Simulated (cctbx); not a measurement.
## A crystallographic session in cctbx: Ba2NaNi3S6

Library: cctbx 2025.11. The data are simulated by the first script.

## 1. Simulate the data

run.py:

```python
from cctbx import adptbx, crystal, miller, sgtbx, xray
from cctbx.array_family import flex
from iotbx.shelx import hklf
from scitbx import matrix
import scitbx.random

cs = crystal.symmetry(unit_cell=(9.693, 13.13, 16.701, 90, 90, 90), space_group_symbol='Hall: -F 2 2')  # Fmmm
atoms = [  # label, site, U (iso, or U11 U22 U33 U12 U13 U23 in A^2), occupancy
    ("Ba1", (0.75, 0.25, 0.25), (0.0019, 0.0020, 0.0021, 0.0000, 0.0000, 0.0000), 1),
    ("Ba2", (0.5, 0.2669, 0), (0.0025, 0.0028, 0.0028, 0.0000, 0.0000, 0.0000), 1),
    ("Ni1", (0.1519, 0, 0.1443), (0.0064, 0.0064, 0.0056, 0.0000, -0.0010, 0.0000), 1),
    ("Ni2", (0.3039, 0, 0), (0.0045, 0.0050, 0.0046, 0.0000, 0.0000, 0.0000), 1),
    ("S1", (0.2232, 0.1132, 0.4037), (0.0089, 0.0074, 0.0084, -0.0007, -0.0003, -0.0005), 1),
    ("S2", (0.5, 0.116, 0.3118), (0.0061, 0.0062, 0.0043, 0.0000, 0.0000, 0.0001), 1),
    ("Na1", (0.5, 0, 0.1701), (0.0064, 0.0057, 0.0056, 0.0000, 0.0000, 0.0000), 1),
]
xs = xray.structure(crystal_symmetry=cs)
for label, site, u, occ in atoms:
    u = adptbx.u_cif_as_u_star(cs.unit_cell(), u) if isinstance(u, tuple) else u
    xs.add_scatterer(xray.scatterer(label, site=site, u=u, occupancy=occ))
xs.set_inelastic_form_factors(1.54184, "sasaki")
xs.show_summary()
p1 = xs.expand_to_p1()
ms = miller.build_set(p1, anomalous_flag=True, d_min=0.83)
flex.set_random_seed(60267)
scitbx.random.set_random_seed(60267)
ms = ms.select(flex.random_double(ms.size()) < 0.5)
i = ms.structure_factors_from_scatterers(p1, algorithm="direct").f_calc().as_intensity_array().data()
i = i * 40000 / flex.max(i)
sig = flex.sqrt(i + flex.pow2(0.06 * i) + 8 ** 2)
noise = scitbx.random.variate(scitbx.random.normal_distribution())(i.size())
data = ms.array(data=i + sig * noise, sigmas=sig).set_observation_type_xray_intensity()
with open("data.hkl", "w") as f:
    data.export_as_shelx_hklf(f)
print("reflections written:", data.size(), " <I/sigma> = %.1f" % flex.mean(data.data() / data.sigmas()))
for h, a, b in list(data.sort("data"))[:12]:
    print("%4d%4d%4d %9.1f %7.1f" % (h + (a, b)))
```

```console
$ python run.py
```

```text
Number of scatterers: 7
At special positions: 6
Unit cell: (9.693, 13.13, 16.701, 90, 90, 90)
Space group: F m m m (No. 69)
reflections written: 7863  <I/sigma> = 3.0
   0   8   0   41248.6  2408.3
  -4   0   0   27015.3  1541.5
   4   4   4   24211.5  1292.6
  -6   0   6   23673.3  1415.2
   0   2   4   23620.8  1389.7
  -2   2  -2   23544.1  1323.6
  -2  -2  -2   22779.9  1323.6
  -6   0  -6   22533.8  1415.2
   0   2  -4   22516.0  1389.7
   0   4  -8   21845.2  1298.4
  -2   2   2   21758.0  1323.6
  -4  -4   4   21145.0  1292.6
```

It took 0.42 s on 1 thread of Arm Neoverse N1 (shared host), peak memory 0.07 GiB.

## 2. Symmetry

run.py:

```python
from cctbx import crystal, sgtbx, statistics
from cctbx.array_family import flex
from iotbx.shelx import hklf

p1 = crystal.symmetry(unit_cell=(9.693, 13.13, 16.701, 90, 90, 90), space_group_symbol="P 1")
raw = hklf.reader(file_name="data.hkl").as_miller_arrays(crystal_symmetry=p1, anomalous=True)[0]
print(raw.size(), "reflections to d = %.3f A" % raw.d_min())
isig = raw.data() / raw.sigmas()
print("centring   violations  <I/sigma> of those")
best = "P"
for c in "ABCIRF":
    a = raw.customized_copy(space_group_info=sgtbx.space_group_info("Hall: %s 1" % c)).sys_absent_flags().data()
    m = flex.mean(isig.select(a))
    print("%5s %10d of %5d %8.1f" % (c, (isig.select(a) > 4).count(True), a.count(True), m))
    if (isig.select(a) > 4).count(True) < 0.01 * a.count(True):
        best = c
raw = raw.select(~raw.customized_copy(space_group_info=sgtbx.space_group_info("Hall: %s 1" % best)).sys_absent_flags().data())
isig = raw.data() / raw.sigmas()
rows = []
for s in sgtbx.space_group_symbol_iterator():
    g = sgtbx.space_group(s)
    if g.conventional_centring_type_symbol() != best or not g.is_compatible_unit_cell(p1.unit_cell(), 1e-3, 0.02):
        continue
    rows.append((s, g))
print("Laue class    unique    Rint  (classes that these axes allow; Friedel mates merged)")
rint = {}
for s, g in rows:
    laue = g.build_derived_patterson_group()
    key = laue.type().hall_symbol()
    if key not in rint:
        m = raw.customized_copy(space_group_info=laue.info(), anomalous_flag=False).merge_equivalents()
        rint[key] = m.r_int()
        print("%-14s %6d %7.3f" % (laue.type().lookup_symbol(), m.array().size(), m.r_int()))
floor = min(rint.values())
good = [(s, g) for s, g in rows if rint[g.build_derived_patterson_group().type().hall_symbol()] < 2 * floor + 0.03]
top = max(g.build_derived_patterson_group().order_z() for s, g in good)
print("space group    extra absences  I>4sigma  <I/sigma>")
for s, g in good:
    laue = g.build_derived_patterson_group()
    if laue.order_z() != top:
        continue
    a = raw.customized_copy(space_group_info=g.info()).sys_absent_flags().data()
    a &= ~raw.customized_copy(space_group_info=laue.info()).sys_absent_flags().data()
    bad = (isig.select(a) > 4).count(True)
    if bad <= 0.03 * a.count(True):
        print("%-16s %8d %10d %9s  %s" % (s.universal_hermann_mauguin(), a.count(True), bad, "%.1f" % flex.mean(isig.select(a)) if a.count(True) else "-", "centric" if g.is_centric() else "acentric"))
laue = max(good, key=lambda t: t[1].build_derived_patterson_group().order_z())[1].build_derived_patterson_group()
f = raw.customized_copy(space_group_info=laue.info(), anomalous_flag=False).merge_equivalents().array().eliminate_sys_absent().f_sq_as_f()
f.set_observation_type_xray_amplitude()
bins = max(3, min(8, f.size() // 12))
f.setup_binner(n_bins=bins)
w = statistics.wilson_plot(f, {e: n / laue.order_z() for e, n in {'Ba': 16.0, 'Ni': 24.0, 'S': 48.0, 'Na': 8.0}.items()}, e_statistics=True)
print("Wilson B = %.2f A^2   <|E^2-1|> = %.3f (0.968 centric, 0.736 acentric)   E^2>4: %.1f %%" % (w.wilson_b, w.mean_e_sq_minus_1, w.percent_e_sq_gt_2))
print("shell (A)         n   <I/sigma>")
m = raw.customized_copy(space_group_info=laue.info(), anomalous_flag=False).merge_equivalents().array().eliminate_sys_absent()
for b in m.setup_binner(n_bins=bins).range_used():
    sel = m.binner().selection(b)
    print("%5.2f - %4.2f %6d %8.1f" % (min(m.binner().bin_d_range(b)[0] if m.binner().bin_d_range(b)[0] > 0 else 99, 99), m.binner().bin_d_range(b)[1], sel.count(True), flex.mean((m.data() / m.sigmas()).select(sel))))
```

```console
$ python run.py
```

```text
7863 reflections to d = 0.830 A
centring   violations  <I/sigma> of those
    A          0 of  3972     -0.0
    B          0 of  3994     -0.0
    C          0 of  3934     -0.0
    I        879 of  3962      2.9
    R       1142 of  5233      3.0
    F          0 of  5950     -0.0
Laue class    unique    Rint  (classes that these axes allow; Friedel mates merged)
F m m m           555   0.046
space group    extra absences  I>4sigma  <I/sigma>
F 2 2 2                 0          0         -  acentric
F m m 2                 0          0         -  acentric
F 2 m m                 0          0         -  acentric
F m 2 m                 0          0         -  acentric
F m m m                 0          0         -  centric
Wilson B = 0.26 A^2   <|E^2-1|> = 0.870 (0.968 centric, 0.736 acentric)   E^2>4: 2.7 %
shell (A)         n   <I/sigma>
 7.07 - 1.65     77     18.6
 1.65 - 1.32     70     21.2
 1.32 - 1.15     74     19.8
 1.15 - 1.05     69     21.2
 1.05 - 0.97     61     21.2
 0.97 - 0.91     75     20.9
 0.91 - 0.87     64     22.1
 0.87 - 0.83     65     18.5
```

Time: 0.36 s.

## 3. Charge flipping

run.py:

```python
import itertools
from cctbx import crystal, maptbx
from cctbx.array_family import flex
from iotbx.shelx import hklf
from smtbx.ab_initio import charge_flipping as cf

cs = crystal.symmetry(unit_cell=(9.693, 13.13, 16.701, 90, 90, 90), space_group_symbol='Hall: -F 2 2')  # Fmmm
raw = hklf.reader(file_name="data.hkl").as_miller_arrays(crystal_symmetry=cs, anomalous=True)[0]
merged = raw.eliminate_sys_absent().merge_equivalents()
fo2 = merged.array().set_observation_type_xray_intensity()
f = fo2.average_bijvoet_mates().f_sq_as_f().resolution_filter(d_min=0.9)
p1 = f.expand_to_p1()
work = p1
flex.set_random_seed(33033)
it = cf.weak_reflection_improved_iterator(delta=None, weak_reflection_fraction=0.2)
it.start(work, phases=flex.random_double(p1.size()) * 6.2832, f_000=0)
it.delta = 0.9 * it.rho_map.sigma()
print("cycle      R  skewness")
for n, st in enumerate(itertools.islice(it, 150)):
    if n % 12 == 0:
        print("%5d %6.3f %8.2f" % (n, st.r1_factor(), st.rho_map.skewness()))
rho = p1.phase_transfer(it.f_calc).fft_map().apply_volume_scaling()
polish = cf.low_density_elimination_iterator(constant_rho_c=rho.sigma())
polish.start(f_obs=p1, phases=it.f_calc, f_000=0)
for _ in range(8):
    next(polish)
print("origin shift          correlation  skewness")
maps = []
for fc, shift, cc in itertools.islice(cf.f_calc_symmetrisations(f, polish.f_calc, 0), 4):
    m = f.phase_transfer(fc).fft_map(symmetry_flags=maptbx.use_space_group_symmetry, resolution_factor=0.25).apply_sigma_scaling()
    maps.append((m.skewness(), cc, m))
    print("%6.3f %6.3f %6.3f %10.3f %9.2f" % (tuple(shift) + (cc, m.skewness())))
skew, cc, m = max((t for t in maps if t[1] > maps[0][1] - 0.04), key=lambda t: t[0])
print("taken: symmetry correlation %.3f, skewness %.2f" % (cc, skew))
peaks = m.peak_search(parameters=maptbx.peak_search_parameters(min_distance_sym_equiv=0.9, max_clusters=12)).all()
sps = cs.special_position_settings(min_distance_sym_equiv=0.5)
print("peak      x       y       z  mult  height/sigma")
for k, (x, h) in enumerate(zip(peaks.sites(), peaks.heights())):
    ss = sps.site_symmetry(x)
    print("Q%-3d %7.4f %7.4f %7.4f %4d %8.1f" % ((k + 1,) + tuple(t % 1 for t in ss.exact_site()) + (ss.multiplicity(), h)))
```

```console
$ python run.py
```

```text
cycle      R  skewness
    0  0.583     0.25
   12  0.409     1.49
   24  0.422     1.97
   36  0.406     2.09
   48  0.428     2.06
   60  0.416     2.11
   72  0.404     2.17
   84  0.407     2.13
   96  0.401     2.11
  108  0.396     2.10
  120  0.406     2.13
  132  0.400     2.12
  144  0.420     2.11
origin shift          correlation  skewness
 0.389  0.349  0.094      0.869      4.65
 0.385  0.102  0.095      0.871      4.18
 0.136  0.350  0.345      0.858      4.71
 0.132  0.102  0.345      0.853      3.92
taken: symmetry correlation 0.858, skewness 4.71
peak      x       y       z  mult  height/sigma
Q1    0.0000  0.2415  0.5000    8     19.8
Q2    0.2500  0.2500  0.2500    8     15.0
Q3    0.0736  0.0000  0.2550   16      4.9
Q4    0.0000  0.1203  0.3221   16      3.5
Q5    0.0000  0.1386  0.3929   16      3.4
Q6    0.1447  0.0000  0.3704   16      3.2
Q7    0.1604  0.0000  0.5000    8      3.0
Q8    0.1747  0.0000  0.0000    8      2.9
Q9    0.2287  0.1154  0.0841   32      2.7
Q10   0.0000  0.2011  0.1929   16      2.6
Q11   0.1444  0.2047  0.5000   16      2.5
Q12   0.2333  0.1003  0.5000   16      2.4
```

Time: 0.71 s.

## 4. Refinement (model from the peaks)

run.py:

```python
import math
from cctbx import adptbx, crystal, maptbx, sgtbx, xray
from cctbx.array_family import flex
from cctbx.xray import observations
from iotbx.shelx import hklf
from scitbx.lstbx import normal_eqns_solving
from smtbx import absolute_structure, utils
from smtbx.refinement import constraints, least_squares

cs = crystal.symmetry(unit_cell=(9.693, 13.13, 16.701, 90, 90, 90), space_group_symbol='Hall: -F 2 2')  # Fmmm
atoms = [  # label, site, U (iso, or U11 U22 U33 U12 U13 U23 in A^2), occupancy
    ("Ba1", (0, 0.2415, 0.5), 0.0200, 1),
    ("Ba2", (0.25, 0.25, 0.25), 0.0200, 1),
    ("Ni1", (0.0736, 0, 0.255), 0.0200, 1),
    ("S1", (0, 0.1203, 0.3221), 0.0200, 1),
    ("S2", (0, 0.1386, 0.3929), 0.0200, 1),
    ("S3", (0.1447, 0, 0.3704), 0.0200, 1),
    ("Na1", (0.1604, 0, 0.5), 0.0200, 1),
]
xs = xray.structure(crystal_symmetry=cs)
for label, site, u, occ in atoms:
    u = adptbx.u_cif_as_u_star(cs.unit_cell(), u) if isinstance(u, tuple) else u
    xs.add_scatterer(xray.scatterer(label, site=site, u=u, occupancy=occ))
xs.set_inelastic_form_factors(1.54184, "sasaki")
raw = hklf.reader(file_name="data.hkl").as_miller_arrays(crystal_symmetry=cs, anomalous=True)[0]
merged = raw.eliminate_sys_absent().merge_equivalents()
fo2 = merged.array().set_observation_type_xray_intensity()
print("Rint %.3f, %d unique reflections to %.2f A" % (merged.r_int(), fo2.size(), fo2.d_min()))
for sc in xs.scatterers():
    sc.flags.set_grad_site(True)
    sc.flags.set_grad_u_aniso(sc.flags.use_u_aniso())
    sc.flags.set_grad_u_iso(sc.flags.use_u_iso())
obs = fo2.as_xray_observations()
extra = {}
rep = constraints.reparametrisation(xs, [], utils.connectivity_table(xs), **extra)
ls = least_squares.crystallographic_ls(obs, rep, weighting_scheme=least_squares.mainstream_shelx_weighting(a=0, b=0))
print("cycle     R1     wR2    GooF  max shift (A)")
for cycle in range(6):
    ls.build_up()
    r1, wr2, goof = ls.r1_factor(cutoff_factor=2)[0], ls.wR2(), ls.goof()
    old = xs.sites_cart()
    normal_eqns_solving.levenberg_marquardt_iterations(ls, n_max_iterations=3, tau=0.0001, step_threshold=1e-7)
    big = flex.max((xs.sites_cart() - old).norms())
    print("%4d %7.4f %7.4f %7.3f %9.5f" % (cycle + 1, r1, wr2, goof, big))
    ls.build_up(objective_only=True)
    if abs(ls.wR2() - wr2) < 5e-5 and big < 5e-4:
        break
ls.build_up()
print("final R1 %.4f wR2 %.4f GooF %.3f  parameters %d  data/parameter %.1f" % (ls.r1_factor(cutoff_factor=2)[0], ls.wR2(), ls.goof(), ls.n_parameters, fo2.size() / ls.n_parameters))
cov = ls.covariance_matrix_and_annotations()
su = dict(zip(cov.annotations, (math.sqrt(max(v, 0)) for v in cov.matrix.matrix_packed_u_diagonal())))
a2 = cs.unit_cell().reciprocal_parameters()[0] ** -2
print("atom        x        y        z      Ueq    occ   su(xyz)  su(Uiso or U11)")
for sc in xs.scatterers():
    s = max(su.get(sc.label + k, 0) for k in (".x", ".y", ".z"))
    npd = "" if sc.is_positive_definite_u(cs.unit_cell()) else "  NPD"
    print("%-5s %8.5f %8.5f %8.5f %8.4f %6.3f %8.5f %7.4f%s" % ((sc.label,) + sc.site + (sc.u_iso_or_equiv(cs.unit_cell()), sc.occupancy, s, su.get(sc.label + ".uiso", su.get(sc.label + ".u11", 0) * a2), npd)))
fo = fo2.f_sq_as_f()
fc = fo.structure_factors_from_scatterers(xs, algorithm="direct").f_calc()
diff = fo.f_obs_minus_f_calc(1 / math.sqrt(ls.scale_factor()), fc).average_bijvoet_mates()
m = diff.fft_map(symmetry_flags=maptbx.use_space_group_symmetry, resolution_factor=0.25).apply_volume_scaling()
print("difference map: max %.2f min %.2f rms %.2f" % (m.statistics().max(), m.statistics().min(), m.statistics().sigma()))
peaks = m.peak_search(parameters=maptbx.peak_search_parameters(min_distance_sym_equiv=0.6, max_clusters=5)).all()
near = xs.closest_distances(peaks.sites(), distance_cutoff=4)
sps = cs.special_position_settings(min_distance_sym_equiv=0.5)
for k, (x, h) in enumerate(zip(peaks.sites(), peaks.heights())):
    ss = sps.site_symmetry(x)
    print("Q%-3d %7.4f %7.4f %7.4f %4d %7.2f  %.2f A from %s" % ((k + 1,) + tuple(t % 1 for t in ss.exact_site()) + (ss.multiplicity(), h, near.smallest_distances[k], xs.scatterers()[near.i_seqs[k]].label)))
```

```console
$ python run.py
```

```text
Rint 0.046, 555 unique reflections to 0.83 A
cycle     R1     wR2    GooF  max shift (A)
   1  0.7088  0.9405  21.461   0.32877
   2  0.5572  0.8573  19.564   0.24605
   3  0.5396  0.8392  19.150   0.07901
   4  0.5385  0.8375  19.111   0.07297
   5  0.5360  0.8356  19.068   0.19038
   6  0.5259  0.8282  18.899   0.61856
final R1 0.4804 wR2 0.7920 GooF 18.074  parameters 17  data/parameter 32.6
atom        x        y        z      Ueq    occ   su(xyz)  su(Uiso or U11)
Ba1    0.00000  0.23563  0.50000   0.0001  1.000  0.00079  0.0038
Ba2    0.25000  0.25000  0.25000   0.0001  1.000  0.00000  0.0039
Ni1    0.06009  0.00000  0.18430   0.1980  1.000  0.01483  0.0582
S1     0.00000  0.11517  0.30950   0.0001  1.000  0.00231  0.0067
S2     0.00000  0.16716  0.40326   0.0117  1.000  0.00300  0.0074
S3     0.14498  0.00000  0.35694   0.0001  1.000  0.00268  0.0064
Na1    0.18860  0.00000  0.50000   0.0927  1.000  0.02237  0.0634
difference map: max 140.97 min -24.58 rms 7.34
Q1    0.2500  0.2500  0.2500    8  146.84  0.00 A from Ba2
Q2    0.0000  0.2303  0.5000    8  142.06  0.07 A from Ba1
Q3    0.1967  0.0000  0.0000    8   81.10  1.11 A from Na1
Q4    0.1565  0.0000  0.3555   16   62.67  0.11 A from S3
Q5    0.2264  0.1129  0.0968   32   53.62  2.09 A from S3
```

Time: 0.68 s.

Figures of merit this high mean that the model is still wrong or incomplete.

## 5. Charge flipping

run.py, as its changes from the last script of this kind:

```diff
@@ -13,2 +13,3 @@
-work = p1
-flex.set_random_seed(33033)
+p1.setup_binner_counting_sorted(reflections_per_bin=max(40, p1.size() // 12))
+work = p1.array(data=p1.data() / p1.amplitude_quasi_normalisations().data())
+flex.set_random_seed(33034)
@@ -19,2 +20,2 @@
-for n, st in enumerate(itertools.islice(it, 150)):
-    if n % 12 == 0:
+for n, st in enumerate(itertools.islice(it, 300)):
+    if n % 25 == 0:
```

```console
$ python run.py
```

```text
cycle      R  skewness
    0  0.607     0.13
   25  0.406     1.37
   50  0.409     1.49
   75  0.398     1.52
  100  0.406     1.62
  125  0.399     1.64
  150  0.403     1.65
  175  0.407     1.66
  200  0.407     1.70
  225  0.411     1.80
  250  0.407     1.86
  275  0.424     1.94
origin shift          correlation  skewness
 0.034  0.160  0.137      0.766      1.86
 0.285  0.159  0.138      0.770      2.26
 0.163  0.434  0.268      0.754      0.72
 0.164  0.434  0.018      0.751      0.80
taken: symmetry correlation 0.770, skewness 2.26
peak      x       y       z  mult  height/sigma
Q1    0.2500  0.2500  0.2500    8     13.4
Q2    0.0000  0.2444  0.0000    8     12.9
Q3    0.1413  0.0000  0.1397   16      5.6
Q4    0.1903  0.0000  0.5000    8      4.5
Q5    0.2559  0.1226  0.0758   32      3.9
Q6    0.0000  0.1102  0.1843   16      3.8
Q7    0.2500  0.2500  0.1604   16      3.5
Q8    0.0000  0.2524  0.0881   16      3.2
Q9    0.0836  0.0000  0.2595   16      3.0
Q10   0.0804  0.0000  0.3971   16      2.9
Q11   0.0000  0.0965  0.5000    8      2.9
Q12   0.0000  0.2313  0.1560   16      2.8
```

Time: 0.92 s.

## 6. Refinement (model from the peaks)

run.py, as its changes from the last script of this kind:

```diff
@@ -12,7 +12,7 @@
-    ("Ba1", (0, 0.2415, 0.5), 0.0200, 1),
-    ("Ba2", (0.25, 0.25, 0.25), 0.0200, 1),
-    ("Ni1", (0.0736, 0, 0.255), 0.0200, 1),
-    ("S1", (0, 0.1203, 0.3221), 0.0200, 1),
-    ("S2", (0, 0.1386, 0.3929), 0.0200, 1),
-    ("S3", (0.1447, 0, 0.3704), 0.0200, 1),
-    ("Na1", (0.1604, 0, 0.5), 0.0200, 1),
+    ("Ba1", (0.25, 0.25, 0.25), 0.0200, 1),
+    ("Ba2", (0, 0.2444, 0), 0.0200, 1),
+    ("Ni1", (0.1413, 0, 0.1397), 0.0200, 1),
+    ("Ni2", (0.1903, 0, 0.5), 0.0200, 1),
+    ("S1", (0.2559, 0.1226, 0.0758), 0.0200, 1),
+    ("S2", (0, 0.1102, 0.1843), 0.0200, 1),
+    ("Na1", (0, 0.0965, 0.5), 0.0200, 1),
```

```console
$ python run.py
```

```text
Rint 0.046, 555 unique reflections to 0.83 A
cycle     R1     wR2    GooF  max shift (A)
   1  0.6438  0.9224  21.049   0.42483
   2  0.1208  0.3465   7.907   0.22041
   3  0.1118  0.3200   7.303   0.23077
   4  0.1101  0.3156   7.202   0.05968
   5  0.1096  0.3143   7.172   0.00686
   6  0.1093  0.3134   7.152   0.00646
final R1 0.1091 wR2 0.3127 GooF 7.136  parameters 17  data/parameter 32.6
atom        x        y        z      Ueq    occ   su(xyz)  su(Uiso or U11)
Ba1    0.25000  0.25000  0.25000   0.0001  1.000  0.00000  0.0010
Ba2    0.00000  0.23345  0.00000   0.0001  1.000  0.00021  0.0010
Ni1    0.15168  0.00000  0.14395   0.0009  1.000  0.00048  0.0013
Ni2    0.19602  0.00000  0.50000   0.0001  1.000  0.00066  0.0016
S1     0.27598  0.11294  0.09682   0.0016  1.000  0.00051  0.0012
S2     0.00000  0.11589  0.18748   0.0001  1.000  0.00056  0.0015
Na1    0.00000  0.06250  0.50000   0.4539  1.000  0.01331  0.1227
difference map: max 33.69 min -2.68 rms 1.09
Q1    0.0000  0.0000  0.3301    8   34.13  2.83 A from S2
Q2    0.2500  0.2500  0.2500    8   16.20  0.00 A from Ba1
Q3    0.0000  0.2289  0.0000    8   15.19  0.06 A from Ba2
Q4    0.2034  0.0000  0.5000    8    3.58  0.07 A from Ni2
Q5    0.1743  0.0000  0.1549   16    3.57  0.29 A from Ni1
```

Run time: 0.69 s on 1 thread of Arm Neoverse N1 (shared host), peak memory 0.09 GiB.

Figures of merit this high mean that the model is still wrong or incomplete.

[Logs are printed without paths, hosts, clocks, repeated set-up lines and the standing remarks that a program may print on its own settings, such as how far it seeks lower states.]
